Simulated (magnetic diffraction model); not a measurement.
**Which magnetic order? Zn₃Fe₂Te₅**

Space group P6_3mc (no. 186), a = 3.8930 Å, c = 32.5490 Å.

| site | atom | x | y | z |
| --- | --- | --- | --- | --- |
| 2b | Te | 2/3 | 1/3 | 0.2749 |
| 2b | Te | 2/3 | 1/3 | 0.9745 |
| 2b | Te | 2/3 | 1/3 | 0.6747 |
| 2a | Te | 0 | 0 | 0.8744 |
| 2a | Te | 0 | 0 | 0.5740 |
| 2b | Zn | 2/3 | 1/3 | 0.8990 |
| 2b | Zn | 2/3 | 1/3 | 0.6001 |
| 2a | Zn | 0 | 0 | 0.7991 |
| 2b | Fe | 2/3 | 1/3 | 0.2006 |
| 2a | Fe | 0 | 0 | 0.4992 |

This is a made-up structure (elements placed in a structure type, unrelaxed), so the numbers test the method and describe no known phase.

Only Fe is taken to order (form factors of Fe2+); orders and moment sizes are assumed, and not adapted to the symmetry. Radiation: neutrons of λ = 1.8 Å, 8° to 40°; isotropic B of 0.24 Å² (Te), 0.24 Å² (Zn) and 0.27 Å² (Fe). The intensities are simulated: I ∝ L Σ (|F_N|² + |F_M⊥|²) for unpolarised neutrons, with F_M = 2.695 fm/μB × Σ f(s) S exp(2πi Q·r) exp(−B s²) at Q = H ± k (one set where k and −k are equivalent), only the part normal to Q counting and L = 1/(sin²θ cos θ). For collinear order S is the moment m, which repeats by lattice and centring translations R with the sign exp(−2πi k·R). Form factors are spin-only for 3d ions and dipole or tabulated for f ions, scattering lengths are Sears's of 1992, and absorption is left out. A label names one of the reflections at its angle. The strongest nuclear line in the range is 100, and lines under 0.2 are left out.

Above the ordering temperature:

```
2θ (°)     index      I
 12.70   (0 0 4)    9.4
 19.10   (0 0 6)    3.8
 25.56   (0 0 8)    0.5
 30.97   (1 0 0)    7.3
 31.14   (1 0 1)    5.4
 31.64   (1 0 2)   49.8
 32.10  (0 0 10)   82.4
 32.47   (1 0 3)  100.0
 33.59   (1 0 4)   72.2
 34.99   (1 0 5)    7.2
 36.64   (1 0 6)    7.2
 38.51   (1 0 7)    1.0
```

Below it (cell unchanged):

```tsv
2θ (°)	I
12.70	9.4
19.10	3.8
25.56	0.5
30.97	7.3
31.01	1.4
31.14	5.4
31.35	2.5
31.64	49.8
32.01	2.9
32.10	82.4
32.47	100.0
32.99	1.9
33.59	72.2
34.26	0.8
34.99	7.2
35.78	0.7
36.64	7.2
37.55	1.1
38.51	1.0
39.51	1.1
```

**Question.** Find the propagation vector, then choose among these models:
A. collinear moments along [101], 1.39 μB on Fe; signs + at (2/3, 1/3, 0.2006), + at (1/3, 2/3, 0.7006), − at (0, 0, 0.4992), − at (0, 0, 0.9992)
B. collinear moments along [100], 1.39 μB on Fe; signs + at (2/3, 1/3, 0.2006), + at (1/3, 2/3, 0.7006), − at (0, 0, 0.4992), − at (0, 0, 0.9992)
C. collinear moments along [101], 1.39 μB on Fe; signs + at (2/3, 1/3, 0.2006), − at (1/3, 2/3, 0.7006), − at (0, 0, 0.4992), − at (0, 0, 0.9992)
D. collinear moments along [100], 1.39 μB on Fe; signs + at (2/3, 1/3, 0.2006), − at (1/3, 2/3, 0.7006), − at (0, 0, 0.4992), − at (0, 0, 0.9992)

The new lines index as (1 0 1/2) at 31.01°, (1 0 3/2) at 31.35°, (1 0 5/2) at 32.01° and (1 0 7/2) at 32.99°, that is as H ± k with k = (0 0 1/2). Half indices mean that the moments reverse under translations with k·R a half-integer, and the magnetic cell has twice the primitive volume. Below the range, at 1.58°, lies the magnetic line (0 0 1/2) with 5.

Magnetic intensity, observed (below minus above) and for each model:

| 2θ (°) | index | observed | A | B | C | D |
| --- | --- | --- | --- | --- | --- | --- |
| 11.11 | (0 0 7/2) | <0.2 | <0.2 | <0.2 | <0.2 | 3.0 |
| 14.29 | (0 0 9/2) | <0.2 | <0.2 | 3.7 | <0.2 | 4.4 |
| 17.50 | (0 0 11/2) | <0.2 | <0.2 | 2.5 | <0.2 | 2.7 |
| 27.19 | (0 0 17/2) | <0.2 | <0.2 | 1.1 | <0.2 | 0.4 |
| 31.01 | (1 0 1/2) | 1.4 | 2.9 | 1.5 | 1.4 | 0.7 |
| 31.35 | (1 0 3/2) | 2.5 | 1.1 | 0.6 | 2.5 | 1.3 |
| 32.01 | (1 0 5/2) | 2.9 | 1.9 | 1.1 | 2.9 | 1.7 |
| 32.99 | (1 0 7/2) | 1.9 | 2.5 | 1.6 | 1.9 | 1.2 |

Model C matches.

The absence at (0 0 9/2) is telling: Q lies nearly along the moments there, so the part normal to Q vanishes.

The structure used: k = (0 0 1/2), collinear moments along [101], 1.39 μB on Fe; signs + at (2/3, 1/3, 0.2006), − at (1/3, 2/3, 0.7006), − at (0, 0, 0.4992), − at (0, 0, 0.9992).

[Logs are printed without paths, hosts, clocks, repeated set-up lines and the standing remarks that a program may print on its own settings, such as how far it seeks lower states.]
